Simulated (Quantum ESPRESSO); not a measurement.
**Optical response of AlN**

Aim: the dielectric function of AlN, and the optical constants that follow from it. The cell comes from an older database entry, whose edges can differ from later determinations, mostly by under a per cent.

Method: DFT, PBE, plane waves with norm-conserving potentials (PseudoDojo), scalar-relativistic, independent-particle optical response without local fields and without the non-local commutator, in Quantum ESPRESSO 7.5.

The database entry behind the starting cell differs from later determinations by our own check (inner coordinate u about 0.002 short), so it need not match the best structure at ambient conditions.

## Step 1: The structure

It takes space group P6_3mc (No. 186, hexagonal). The conventional cell has a = 3.113 Å, b = 3.113 Å, c = 4.981 Å, α = 90.00°, β = 90.00°, γ = 120.00°. Nearest to Al lie 4 N at 1.89 Å. N has 4 Al at 1.89 Å nearest. Farther neighbours and most contacts between anions are not listed.

Structure file:

```cif
data_structure
_symmetry_space_group_name_H-M 'P 1'
_symmetry_Int_Tables_number 1
_cell_length_a 3.1130
_cell_length_b 3.1130
_cell_length_c 4.9810
_cell_angle_alpha 90.000
_cell_angle_beta 90.000
_cell_angle_gamma 120.000
_cell_volume 41.80
loop_
_atom_site_label
_atom_site_type_symbol
_atom_site_fract_x
_atom_site_fract_y
_atom_site_fract_z
_atom_site_occupancy
Al1 Al 0.66667 0.33333 0.50000 1
Al2 Al 0.33333 0.66667 0.00000 1
N3 N 0.66667 0.33333 0.88000 1
N4 N 0.33333 0.66667 0.38000 1
```

## Step 2: Ground state

First the ground state: is it a metal or has it a gap?

This step: DFT, PBE, plane waves with norm-conserving potentials (PseudoDojo), scalar-relativistic, ground state (Quantum ESPRESSO 7.5).

scf.in

```
&control
  calculation = 'scf'
  prefix = 'x'
  outdir = './tmp'
  pseudo_dir = './'
  verbosity = 'high'
/
&system
  ibrav = 0
  nat = 4
  ntyp = 2
  ecutwfc = 90
  occupations = 'smearing'
  smearing = 'fd'
  degauss = 0.003675
  nbnd = 12
/
&electrons
  conv_thr = 1e-09
  electron_maxstep = 100
/
ATOMIC_SPECIES
  Al 1.0 Al.upf
  N 1.0 N.upf
CELL_PARAMETERS angstrom
  3.113000000011 0.000000000000 0.000000000000
  -1.556500000006 2.695937081990 0.000000000000
  0.000000000000 0.000000000000 4.981000000000
ATOMIC_POSITIONS crystal
  Al 0.666666666667 0.333333333333 0.500000000000
  Al 0.333333333333 0.666666666667 0.000000000000
  N 0.666666666667 0.333333333333 0.880000000000
  N 0.333333333333 0.666666666667 0.380000000000
K_POINTS automatic
  8 8 5 0 0 0
```

Run with:

```console
> mpirun -n 4 pw.x -nk 4 -in scf.in
```

Log:

```text
for quantum simulation of materials; please cite

     using ibrav=0 with symmetry is DISCOURAGED, use correct ibrav instead

     G-vector sticks info
     --------------------
     sticks:   dense  smooth     PW     G-vecs:    dense   smooth      PW
     Sum         847     847    253                32547    32547    5143

     Using Slab Decomposition

     bravais-lattice index     =            0
     lattice parameter (alat)  =       5.8827  a.u.
     unit-cell volume          =     282.0993 (a.u.)^3
     number of atoms/cell      =            4
     number of atomic types    =            2
     number of electrons       =        16.00
     number of Kohn-Sham states=           12
     kinetic-energy cutoff     =      90.0000  Ry
     charge density cutoff     =     360.0000  Ry
     scf convergence threshold =      1.0E-09
     mixing beta               =       0.7000
     number of iterations used =            8  plain     mixing
     Exchange-correlation= PBE
                           (   1   4   3   4   0   0   0)

     celldm(1)=   5.882717  celldm(2)=   0.000000  celldm(3)=   0.000000
     celldm(4)=   0.000000  celldm(5)=   0.000000  celldm(6)=   0.000000

     crystal axes: (cart. coord. in units of alat)
               a(1) = (   1.000000   0.000000   0.000000 )
               a(2) = (  -0.500000   0.866025   0.000000 )
               a(3) = (   0.000000   0.000000   1.600064 )

     reciprocal axes: (cart. coord. in units 2 pi/alat)
               b(1) = (  1.000000  0.577350 -0.000000 )
               b(2) = (  0.000000  1.154701  0.000000 )
               b(3) = (  0.000000 -0.000000  0.624975 )

     ./Al.upf
     Pseudo is Norm-conserving + core correction, Zval =  3.0
     Generated using ONCVPSP code by D. R. Hamann
     Using radial grid of 1876 points,  6 beta functions with:
                l(1) =   0
                l(2) =   0
                l(3) =   1
                l(4) =   1
                l(5) =   2
                l(6) =   2

     ./N.upf
     Pseudo is Norm-conserving + core correction, Zval =  5.0
     Generated using ONCVPSP code by D. R. Hamann
     Using radial grid of 1058 points,  4 beta functions with:
                l(1) =   0
                l(2) =   0
                l(3) =   1
                l(4) =   1

     atomic species   valence    mass     pseudopotential
     Al                3.00     1.00000     Al( 1.00)
     N                 5.00     1.00000     N ( 1.00)

     12 Sym. Ops. (no inversion) found ( 6 have fractional translation)

                                    s                        frac. trans.

     [... symmetry matrices left out ...]
   Cartesian axes

     site n.     atom                  positions (alat units)
         1        Al     tau(   1) = (   0.5000000   0.2886751   0.8000321  )
         2        Al     tau(   2) = (  -0.0000000   0.5773503   0.0000000  )
         3        N      tau(   3) = (   0.5000000   0.2886751   1.4080565  )
         4        N      tau(   4) = (  -0.0000000   0.5773503   0.6080244  )

   Crystallographic axes

     site n.     atom                  positions (cryst. coord.)
         1        Al     tau(   1) = (  0.6666667  0.3333333  0.5000000  )
         2        Al     tau(   2) = (  0.3333333  0.6666667  0.0000000  )
         3        N      tau(   3) = (  0.6666667  0.3333333  0.8800000  )
         4        N      tau(   4) = (  0.3333333  0.6666667  0.3800000  )

     number of k points=    30  Fermi-Dirac smearing, width (Ry)=  0.0037
                       cart. coord. in units 2pi/alat
        k(    1) = (   0.0000000   0.0000000   0.0000000), wk =   0.0062500
        k(    2) = (   0.0000000   0.0000000   0.1249950), wk =   0.0125000
        k(    3) = (   0.0000000   0.0000000   0.2499900), wk =   0.0125000
        k(    4) = (   0.0000000   0.1443376   0.0000000), wk =   0.0375000
        k(    5) = (   0.0000000   0.1443376   0.1249950), wk =   0.0750000
        k(    6) = (   0.0000000   0.1443376   0.2499900), wk =   0.0750000
        k(    7) = (   0.0000000   0.2886751   0.0000000), wk =   0.0375000
        k(    8) = (   0.0000000   0.2886751   0.1249950), wk =   0.0750000
        k(    9) = (   0.0000000   0.2886751   0.2499900), wk =   0.0750000
        k(   10) = (   0.0000000   0.4330127   0.0000000), wk =   0.0375000
        k(   11) = (   0.0000000   0.4330127   0.1249950), wk =   0.0750000
        k(   12) = (   0.0000000   0.4330127   0.2499900), wk =   0.0750000
        k(   13) = (   0.0000000  -0.5773503   0.0000000), wk =   0.0187500
        k(   14) = (   0.0000000  -0.5773503   0.1249950), wk =   0.0375000
        k(   15) = (   0.0000000  -0.5773503   0.2499900), wk =   0.0375000
        k(   16) = (   0.1250000   0.2165064   0.0000000), wk =   0.0375000
[...]
cryst. coord.
[...]
k(   23) = (   0.1250000   0.3750000   0.2000000), wk =   0.1500000
        k(   24) = (   0.1250000   0.3750000   0.4000000), wk =   0.1500000
        k(   25) = (   0.2500000   0.2500000   0.0000000), wk =   0.0375000
        k(   26) = (   0.2500000   0.2500000   0.2000000), wk =   0.0750000
        k(   27) = (   0.2500000   0.2500000   0.4000000), wk =   0.0750000
        k(   28) = (   0.2500000   0.3750000   0.0000000), wk =   0.0375000
        k(   29) = (   0.2500000   0.3750000   0.2000000), wk =   0.0750000
        k(   30) = (   0.2500000   0.3750000   0.4000000), wk =   0.0750000

     Dense  grid:    32547 G-vectors     FFT dimensions: (  36,  36,  60)

     Initial potential from superposition of free atoms

     starting charge      15.9951, renormalised to      16.0000
     Starting wfcs are   16 randomized atomic wfcs

     Self-consistent Calculation

     iteration #  1     ecut=    90.00 Ry     beta= 0.70
     Davidson diagonalization with overlap

            57 MiB given to the printing process from OS
            29 MiB allocation reported by mallinfo(arena+hblkhd)
------------------
     ethr =  1.00E-02,  avg # of iterations =  3.5

     total energy              =     -50.67294162 Ry
     estimated scf accuracy    <       1.20374617 Ry

     iteration #  2     ecut=    90.00 Ry     beta= 0.70
     Davidson diagonalization with overlap

            69 MiB given to the printing process from OS
            40 MiB allocation reported by mallinfo(arena+hblkhd)
------------------
     ethr =  7.52E-03,  avg # of iterations =  2.1

     total energy              =     -51.04314091 Ry
     estimated scf accuracy    <       0.78839011 Ry

     iteration #  3     ecut=    90.00 Ry     beta= 0.70
     Davidson diagonalization with overlap

            71 MiB given to the printing process from OS
            41 MiB allocation reported by mallinfo(arena+hblkhd)
------------------
     ethr =  4.93E-03,  avg # of iterations =  2.0

     total energy              =     -51.16921561 Ry
     estimated scf accuracy    <       0.00982253 Ry

     iteration #  4     ecut=    90.00 Ry     beta= 0.70
     Davidson diagonalization with overlap

            72 MiB given to the printing process from OS
            42 MiB allocation reported by mallinfo(arena+hblkhd)
------------------
     ethr =  6.14E-05,  avg # of iterations =  5.6

     total energy              =     -51.17596178 Ry
     estimated scf accuracy    <       0.01710410 Ry

     iteration #  5     ecut=    90.00 Ry     beta= 0.70
     Davidson diagonalization with overlap

            72 MiB given to the printing process from OS
            43 MiB allocation reported by mallinfo(arena+hblkhd)
------------------
     ethr =  6.14E-05,  avg # of iterations =  2.0

     total energy              =     -51.17659846 Ry
     estimated scf accuracy    <       0.00176827 Ry

     iteration #  6     ecut=    90.00 Ry     beta= 0.70
     Davidson diagonalization with overlap

            73 MiB given to the printing process from OS
            44 MiB allocation reported by mallinfo(arena+hblkhd)
------------------
     ethr =  1.11E-05,  avg # of iterations =  3.8

     total energy              =     -51.17716577 Ry
     estimated scf accuracy    <       0.00000785 Ry

     iteration #  7     ecut=    90.00 Ry     beta= 0.70
     Davidson diagonalization with overlap

            74 MiB given to the printing process from OS
            45 MiB allocation reported by mallinfo(arena+hblkhd)
------------------
     ethr =  4.91E-08,  avg # of iterations =  5.6

     total energy              =     -51.17715718 Ry
     estimated scf accuracy    <       0.00015563 Ry

     iteration #  8     ecut=    90.00 Ry     beta= 0.70
     Davidson diagonalization with overlap

            75 MiB given to the printing process from OS
            46 MiB allocation reported by mallinfo(arena+hblkhd)
------------------
     ethr =  4.91E-08,  avg # of iterations =  2.9

     total energy              =     -51.17715938 Ry
     estimated scf accuracy    <       0.00002143 Ry

     iteration #  9     ecut=    90.00 Ry     beta= 0.70
     Davidson diagonalization with overlap

            76 MiB given to the printing process from OS
            47 MiB allocation reported by mallinfo(arena+hblkhd)
------------------
     ethr =  4.91E-08,  avg # of iterations =  2.0

     total energy              =     -51.17716320 Ry
     estimated scf accuracy    <       0.00000017 Ry

     iteration # 10     ecut=    90.00 Ry     beta= 0.70
     Davidson diagonalization with overlap

            77 MiB given to the printing process from OS
            48 MiB allocation reported by mallinfo(arena+hblkhd)
------------------
     ethr =  1.05E-09,  avg # of iterations =  3.9

     total energy              =     -51.17716330 Ry
     estimated scf accuracy    <          5.5E-09 Ry

     iteration # 11     ecut=    90.00 Ry     beta= 0.70
     Davidson diagonalization with overlap

            77 MiB given to the printing process from OS
            48 MiB allocation reported by mallinfo(arena+hblkhd)
------------------
     ethr =  3.46E-11,  avg # of iterations =  4.0

     total energy              =     -51.17716330 Ry
     estimated scf accuracy    <          2.2E-09 Ry

     iteration # 12     ecut=    90.00 Ry     beta= 0.70
     Davidson diagonalization with overlap

            77 MiB given to the printing process from OS
            48 MiB allocation reported by mallinfo(arena+hblkhd)
------------------
     ethr =  1.38E-11,  avg # of iterations =  2.0

     End of self-consistent calculation

          k = 0.0000 0.0000 0.0000 (  4031 PWs)   bands (ev):

    -8.0387  -5.8879   1.1319   6.2749   6.2749   6.9262   6.9262   7.1062
    11.3270  13.7821  17.6974  18.2973

     occupation numbers
     1.0000   1.0000   1.0000   1.0000   1.0000   1.0000   1.0000   1.0000
     0.0000   0.0000   0.0000   0.0000

          k = 0.0000 0.0000 0.1250 (  4067 PWs)   bands (ev):

    -7.8860  -6.1795   1.6577   6.2839   6.3339   6.3339   6.8607   6.8607
    11.9928  13.8689  17.4658  18.2605

     occupation numbers
     1.0000   1.0000   1.0000   1.0000   1.0000   1.0000   1.0000   1.0000
     0.0000   0.0000   0.0000   0.0000

          k = 0.0000 0.0000 0.2500 (  4078 PWs)   bands (ev):

    -7.4510  -6.8172   2.9751   4.6534   6.4914   6.4914   6.6926   6.6926
    13.1273  13.8355  17.2565  17.8899

     occupation numbers
     1.0000   1.0000   1.0000   1.0000   1.0000   1.0000   1.0000   1.0000
     0.0000   0.0000   0.0000   0.0000

          k = 0.0000 0.1443 0.0000 (  4055 PWs)   bands (ev):

    -7.8415  -5.7786   1.3675   5.4061   6.0316   6.1033   6.8885   7.0159
    12.1584  14.5138  16.8869  17.2190

     occupation numbers
     1.0000   1.0000   1.0000   1.0000   1.0000   1.0000   1.0000   1.0000
     0.0000   0.0000   0.0000   0.0000

     [... further k points left out ...]

     the Fermi energy is     8.5463 ev

!    total energy              =     -51.17716330 Ry
     estimated scf accuracy    <          2.0E-10 Ry
     smearing contrib. (-TS)   =      -0.00000000 Ry
     internal energy E=F+TS    =     -51.17716330 Ry

     The total energy is F=E-TS. E is the sum of the following terms:
     one-electron contribution =      -2.07191868 Ry
     hartree contribution      =      11.37790049 Ry
     xc contribution           =     -16.99669683 Ry
     ewald contribution        =     -43.48644828 Ry

     convergence has been achieved in  12 iterations

     XML data file, charge density, pseudopotentials, collected wavefunctions

                                        0.00s GPU  (     407 calls)

=------------------------------------------------------------------------------=
   JOB DONE.
=------------------------------------------------------------------------------=
```

Run time: 8.1 s. Hardware: 4 MPI ranks of Arm Neoverse V2, shared host; peak memory 0.08 GiB; 31 s of CPU time.

Read-outs, printed or worked out from the files:

- total energy: -51.18 Ry
- gap on the k-mesh: 4.221 eV
- direct gap on the mesh: 4.221 eV

There is a gap, 4.22 eV on this mesh (points off the mesh can give less), so no carriers' term is needed.

[end of part 1 of 3]

[Machine, clock, banner and «Message from routine» lines are left out of the logs.]

[Logs are printed without paths, hosts, clocks, repeated set-up lines and the standing remarks that a program may print on its own settings, such as how far it seeks lower states.]

[Hosts, paths, dates, database ids (printed as entryN), source tags and the programs' standing remarks are cut or masked in the printed files.]
